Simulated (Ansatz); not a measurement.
# Starting-point dependence of the GW gap of BaTiO3 (Pm-3m)

Aim: G0W0 for BaTiO3 (Pm-3m) on several starting functionals, at one mesh, band count and screening cutoff.

Calculated with Ansatz 0.2.0; G0W0 on several functionals, plane waves, PAW.

## 1. Set-up

The structure is cubic, space group Pm-3m (No. 221). Conventional cell: a = 4.006 Å, b = 4.006 Å, c = 4.006 Å, α = 90.00°, β = 90.00°, γ = 90.00°. Nearest to Ba lie 12 O at 2.83 Å. Ti has 6 O at 2.00 Å nearest. Nearest to O lie 2 Ti at 2.00 Å and 4 Ba at 2.83 Å. Farther neighbours and most contacts between anions are not listed.

The cell and positions come from the Crystallography Open Database and are kept as given unless a step says otherwise. Spin-orbit coupling is left out unless a step names it.

## 2. G0W0 on PBE

G0W0 replaces the xc potential by the self-energy, built once from these orbitals. Only a window of levels is corrected, while the sums run over the empty bands that the input names. This step takes hard PAW files.

This step: G0W0 on PBE, plane waves, PAW.

File input.yaml:

```yaml
crystal:
  lattice:
    - [4.006, 0.0, 0.0]
    - [0.0, 4.006, 0.0]
    - [0.0, 0.0, 4.006]
  atoms:
    - { symbol: Ba, position: [0.5, 0.5, 0.5] }
    - { symbol: Ti, position: [0.0, 0.0, 0.0] }
    - { symbol: O, position: [0.5, 0.0, 0.0] }
    - { symbol: O, position: [0.0, 0.5, 0.0] }
    - { symbol: O, position: [0.0, 0.0, 0.5] }
kpoints:
  mp_grid: { grid: [6, 6, 6] }
hamiltonian:
  xc: pbe
  pseudopotentials: { kind: paw, source: ansatz }
scf:
  occupations: { method: fixed }
gw:
  n_empty_bands: 382
  ecut_chi: 190.0
  qp_bands: [v2, c2]
  qp_kpoints: band_edges
  screening: { model: contour_deformation }
```

Launch:

```sh
$ ansatz run input.yaml --threads 4 --pin off --max-ram 138240MiB --backend cuda --events-out ev --progress --plain --runs-dir out --devices 1 --max-vram 26GiB
```

Numbers of over 12 decimals in the logs are rounded to 6 here.

The program printed:

```text
GPUs: using 1 of 1 available (devices: 1).
Engine: ansatz 0.2.0, x86_64-unknown-linux-gnu
Pseudopotentials: kind: paw
Pseudopotential: Ba, paw, valence charge 10, recommended cutoff 300 eV (normal), Ba.paw.azcp
Pseudopotential: Ti, paw, valence charge 12, recommended cutoff 740 eV (normal), Ti.paw.azcp
Pseudopotential: O, paw, valence charge 6, recommended cutoff 930 eV (normal), O.paw.azcp
Functional definition: PBE
  parameter kappa = 0.804
  parameter beta = 0.066725
  exchange = pbe_x(kappa = kappa, mu = beta*pi^2/3)
  correlation = pbe_c(beta = beta)
device memory: the entry about to start is reckoned to put 1.6 GiB on a device that reports 72.1 GiB free (of which the cap on the GPU budget leaves the run 26.0 GiB)
GPU FFT provider: cuFFT
GPU libraries: cuBLAS 13.8.2, cuFFT 12.4.0, cuSOLVER 12.3.4
Crystal: 5 atoms, lattice volume = 64.288 Å³
Basis set: ecut = 930 eV, 4139 PW (Γ)
Bands: 25, of which v1, the nominal top of the filled ones, is band 20 counted from 1 (19 counted from 0)
Symmetry: 48 space group operations
Space group: Pm-3m (ITA 221), of the structure as read, at distance tolerance 4.0e-5 Å
k-points: 20 of 216
Non-local potential: Ba, projectors of the file, l = 0: 3, l = 1: 2, l = 2: 2, l = 3: 2
Non-local potential: Ti, projectors of the file, l = 0: 2, l = 1: 2, l = 2: 2, l = 3: 1
Non-local potential: O, projectors of the file, l = 0: 2, l = 1: 2, l = 2: 1
PAW form: soft (Blöchl's): semilocal exchange-correlation on the pseudo side does not see the compensation charge
PAW one-centre angular grid: Ba, 194 points (default); XC on 64 Gauss nodes
PAW one-centre angular grid: Ti, 590 points (default); XC on 64 Gauss nodes
PAW one-centre angular grid: O, 110 points (default); XC on 64 Gauss nodes
Initial density: superposition of atomic densities (chi_scale 0.1, normalization cell, long waves kept (reshape's long-wave potential 0.00 eV rms))
Initial wavefunctions: pseudopotential atomic-orbital guess
GPU buffer pool allocated for 91125 grid points (all kernels)
GPU transforms: local potential and band sums: pruned to the plane-wave sphere, on 45×45×45
Functional: x = pbe(κ = 0.804, μ = 0.219515), c = pbe(β = 0.066725)
SCF iter   1: F=—  HF=-10146.766987 eV  |F-HF|=—  |Δ(HF+E_count)|=         —  Δρ=9.44e-2  dr2=7.78e0  ethr=3.10e-3  ⟨swp⟩=4.1  Hψ=1984  notcnv=0  defer=24
preconditioner: auto → Resta (q_TF=auto, 2.521 Å⁻¹)  ε∞=4.6  [insulator: Δε(μ)=4.117 eV  Ē_g=13.901 eV  n_scr=18 (ndim 8)  ℏωp=26.2 eV  f_vac=0.002  ε∞_Penn≈4.6]
SCF iter   2: F=—  HF=-10144.843937 eV  |F-HF|=—  |Δ(HF+E_count)|=    1.92e0  Δρ=5.43e-2  dr2=1.07e0  ethr=3.10e-3  ⟨swp⟩=3.5  Hψ=1211  notcnv=0  defer=42
SCF iter   3: F=—  HF=-10144.632865 eV  |F-HF|=—  |Δ(HF+E_count)|=   2.11e-1  Δρ=2.20e-2  dr2=3.36e-1  ethr=2.66e-3  ⟨swp⟩=2.0  Hψ=870  notcnv=0  defer=40
SCF iter   4: F=—  HF=-10144.580012 eV  |F-HF|=—  |Δ(HF+E_count)|=   5.29e-2  Δρ=1.00e-2  dr2=5.32e-2  ethr=8.40e-4  ⟨swp⟩=2.5  Hψ=726  notcnv=0  defer=51
SCF iter   5: F=—  HF=-10144.579018 eV  |F-HF|=—  |Δ(HF+E_count)|=   9.95e-4  Δρ=5.99e-3  dr2=3.13e-2  ethr=1.33e-4  ⟨swp⟩=3.0  Hψ=1166  notcnv=0  defer=52
SCF iter   6: F=—  HF=-10144.574424 eV  |F-HF|=—  |Δ(HF+E_count)|=   4.59e-3  Δρ=1.77e-3  dr2=2.52e-3  ethr=7.82e-5  ⟨swp⟩=2.0  Hψ=687  notcnv=0  defer=50
SCF iter   7: F=—  HF=-10144.574145 eV  |F-HF|=—  |Δ(HF+E_count)|=   2.79e-4  Δρ=3.02e-4  dr2=4.70e-5  ethr=6.30e-6  ⟨swp⟩=2.1  Hψ=707  notcnv=0  defer=55
SCF iter   8: F=—  HF=-10144.574164 eV  |F-HF|=—  |Δ(HF+E_count)|=   1.81e-5  Δρ=2.42e-4  dr2=4.71e-5  ethr=1.17e-7  ⟨swp⟩=2.8  Hψ=850  notcnv=0  defer=24
SCF iter   9: F=—  HF=-10144.574157 eV  |F-HF|=—  |Δ(HF+E_count)|=   6.95e-6  Δρ=3.52e-5  dr2=9.79e-7  ethr=1.17e-7  ⟨swp⟩=1.9  Hψ=530  notcnv=0  defer=24
SCF iter  10: F=-10144.574156 eV  HF=-10144.574156 eV  |F-HF|=4.92e-9  |Δ(HF+E_count)|=   1.32e-7  Δρ=3.21e-6  dr2=6.90e-9  ethr=2.50e-10  ⟨swp⟩=8.7  Hψ=2329  notcnv=0
SCF 1 converged in 10 iterations: F = -10144.574156 eV  dr2 = 6.90e-9
  greatest PAW one-centre occupation: 0.931 electrons in one spin orbital (limit 2), on the Ti atom at site 1 (counted from 0), in its partial waves of l = 0
device memory: the entry about to start is reckoned to put 1.6 GiB (of the 1.7 GiB reckoned in all, the device holds 0.2 GiB already) on a device that reports 74.0 GiB free (of which the cap on the GPU budget leaves the run 25.8 GiB)
NSCF: frozen V_eff on 20 k-points, pencils in batches of 32, up to order 100
the band table was solved once the SCF had ended and its energy, with any forces and stress, was formed, with the checks that follow a solve (2278 applications of the Hamiltonian). They found nothing against the state; the energy, forces and stress were not computed again (output.eigenvalues in the input reference)
device memory: the entry about to start is reckoned to put 6.6 GiB on a device that reports 77.3 GiB free (of which the cap on the GPU budget leaves the run 26.0 GiB)
NSCF: frozen V_eff on 20 k-points
G₀W₀ screening: q 1/20
[... further progress lines ...]
SCF converged after 10 iterations
Free energy (F): -10144.574156 eV
Harris-Foulkes:  -10144.574156 eV  (|F-HF|=4.92e-9)
Internal energy: -10144.574156 eV  (E = F + TS)
E sigma→0 (E₀):  -10144.574156 eV
Fermi energy:    10.289876 eV
--- Per-component energies (eV) ---
  E_band       = -140.940641
  E_kinetic    = 1424.987133
  E_local      = -2995.137369  (includes V_loc(G=0)·N_el)
  E_nonlocal   = 645.061275
  E_hartree    = 833.761751
  E_xc         = -826.965690
  E_vxc        = -782.180196  (∫ρ·V_xc dr)
  E_paw        = -6407.875043  (= ΣΔE_a)
  E_vpaw       = -101.191692  (= ΣTr[D̂ρ^β])
  E_aug_tail   = -0.000010  (compensation charges beyond the density's cutoff)
  E_ewald      = -2818.406203
  E_smearing   = -0.000000  (= −TS)
  E_closure    = -0.000000  (closes the sum)
  Σ components = -10144.574156   (vs F -10144.574156, Δ=0.00e0)
--- Band table (eV; the first three rows and the last of 20) ---
  k-point 0: bands = [... 16 lower, 9.1836, 10.1787, 10.1787, 10.1787, 12.0878, 12.0878, 12.0878, 14.2341, ... 1 higher]
  k-point 1: bands = [... 16 lower, 8.9713, 9.5569, 9.9960, 9.9960, 12.1187, 12.5986, 12.5986, 14.2355, ... 1 higher]
  k-point 2: bands = [... 16 lower, 8.6007, 8.7182, 9.7279, 9.7279, 12.1823, 13.4292, 13.4292, 14.2379, ... 1 higher]
  k-point 19: bands = [... 16 lower, 7.9478, 10.2899, 10.2899, 10.2899, 14.4801, 14.4801, 14.4801, 17.1143, ... 1 higher]
--- G₀W₀: contour deformation, 7 samples at zero and on the imaginary axis and 2 off it, 216 q-points, 382 empty bands' worth ---
  eigenvalues of the whole cell's RPA ε∞ on this k-mesh (on a slab, of 1 + 4πα/V) = 6.4881, 6.4881, 6.4881; static W/v taken at q = 0 is 0.154129
  bands read: the sum over 402 bands ends inside a degenerate multiplet in 3 slots, whose members it reads at an even weight; the widest, k=19: bands 401 to 403 (counted from 1) at 2/3 each
  gw.qp_kpoints: band_edges: 15 of 20 stored k-points solved, in 1 pass; an edge of the gap read off the rows below is read off those points alone
    valence top: of the k-points left out ik 10 came nearest to being solved in a further pass, in band 19 (counted from 1, as in the quasiparticle table): it holds the edge there only if its correction is more favourable than any solved in that band by at least 0.573 eV; those differ by 0.084 eV
    conduction bottom: of the k-points left out ik 5 came nearest to being solved in a further pass, in band 21 (counted from 1, as in the quasiparticle table): it holds the edge there only if its correction is more favourable than any solved in that band by at least 0.559 eV; those differ by 0.046 eV
    ik  band        ε_KS         Σx   Σc(E_QP)       V_xc       Z   E_QP_lin       E_QP  E_QP is
     0    19     10.1787   -25.9642     4.2073   -21.2687  0.7170     9.6854     9.6905  root
     0    20     10.1787   -25.9642     4.2073   -21.2687  0.7170     9.6854     9.6905  root
     0    21     12.0878   -12.6622    -6.6543   -20.2579  0.7268    13.0483    13.0293  root
     0    22     12.0878   -12.6622    -6.6543   -20.2579  0.7268    13.0483    13.0293  root
     1    19      9.9960   -25.6877     4.1188   -21.0862  0.7156     9.5081     9.5132  root
     1    20      9.9960   -25.6877     4.1188   -21.0862  0.7156     9.5081     9.5132  root
     1    21     12.1187   -12.7222    -6.7021   -20.3750  0.7254    13.0890    13.0694  root
     1    22     12.5986   -13.6540    -6.5094   -21.0887  0.7143    13.5441    13.5239  root
     2    19      9.7279   -25.6404     4.2643   -20.8672  0.7131     9.2129     9.2190  root
     2    20      9.7279   -25.6404     4.2643   -20.8672  0.7131     9.2129     9.2190  root
     2    21     12.1823   -12.8517    -6.8030   -20.6246  0.7225    13.1731    13.1522  root
     2    22     13.4292   -14.4937    -6.9463   -22.3909  0.6902    14.4091    14.3801  root
     3    19      9.6150   -25.6774     4.3607   -20.7915  0.7122     9.0832     9.0899  root
     3    20      9.6150   -25.6774     4.3607   -20.7915  0.7122     9.0832     9.0899  root
     3    21     12.2151   -12.9215    -6.8565   -20.7578  0.7210    13.2166    13.1949  root
     3    22     13.8036   -14.7819    -7.2715   -23.0177  0.6770    14.8011    14.7679  root
     4    19      9.7649   -25.2503     3.9239   -20.8588  0.7147     9.2924     9.2974  root
     4    20      9.8528   -25.5182     4.2425   -20.7954  0.7083     9.3668     9.3725  root
     4    21     12.5599   -13.4991    -6.5796   -21.0121  0.7156    13.5138    13.4933  root
     4    22     12.6744   -13.8146    -6.5649   -21.3138  0.7111    13.6300    13.6087  root
     7    19      9.3665   -24.9056     4.5534   -19.8130  0.6979     8.8184     8.8273  root
     7    20      9.9880   -25.5030     4.5485   -20.4486  0.7038     9.4756     9.4822  root
     7    21     13.4065   -14.3446    -7.0561   -22.3625  0.6908    14.3978    14.3682  root
     7    22     13.4993   -14.5780    -7.0783   -22.6178  0.6866    14.4913    14.4609  root
[...]
18    19     10.0167   -25.4350     4.5910   -20.3481  0.7028     9.5145     9.5209  root
    18    20     10.2773   -25.8080     4.5902   -20.7398  0.7049     9.7938     9.7993  root
    18    21     14.2915   -14.6732    -7.8050   -23.4372  0.6617    15.2904    15.2506  root
    18    22     14.2915   -14.6732    -7.8050   -23.4372  0.6617    15.2904    15.2506  root
    19    19     10.2899   -25.8376     4.5878   -20.7754  0.7050     9.8101     9.8155  root
    19    20     10.2899   -25.8376     4.5878   -20.7754  0.7050     9.8101     9.8155  root
    19    21     14.4801   -14.6921    -8.0459   -23.6971  0.6542    15.4823    15.4391  root
    19    22     14.4801   -14.6921    -8.0459   -23.6971  0.6542    15.4823    15.4391  root
```

It took 63 s on 1 × NVIDIA H100 80GB HBM3 (shared by 3 runs) with 4 threads of AMD EPYC 7R13 (Zen 3), shared host; peak memory 2.3 GiB; 87 s of CPU time.

This step gave:

* bands summed: 402
* RPA ε∞ on this mesh (eigenvalues): 6.488, 6.488, 6.488
* plane waves in the screening matrix: 389
* q-points in the mesh: 216
* G0W0 gap on the mesh: 3.214 eV
* k of the valence top: -0.5, -0.5, -0.5
* k of the conduction bottom: 0, 0, 0
* starting gap on the mesh: 1.798 eV
* Z at the valence top: 0.7050
* Z at the conduction bottom: 0.7268
* least direct G0W0 gap on the computed points: 3.339 eV

The gap on the mesh goes from 1.80 eV to 3.21 eV, a correction of +1.42 eV. Between the two edge states, bare exchange in place of the xc potential would open the gap by 12.66 eV, and correlation takes back 11.24 eV.

(Continued in part 2 of 2.)

[Paths, hosts, dates, memory and timing lines, banners, echoed tables and standing remarks are left out of the program output.]

[Logs are printed without paths, hosts, clocks, repeated set-up lines and the standing remarks that a program may print on its own settings, such as how far it seeks lower states.]

[Runs of the session that timed out or met a known fault of the program may be left out.]

[Cells called generated may have been cut or substituted from an entry of the Crystallography Open Database or the Materials Project.]

[Hosts, paths, dates, database ids (printed as entryN), source tags and the programs' standing remarks are cut or masked in the printed files.]
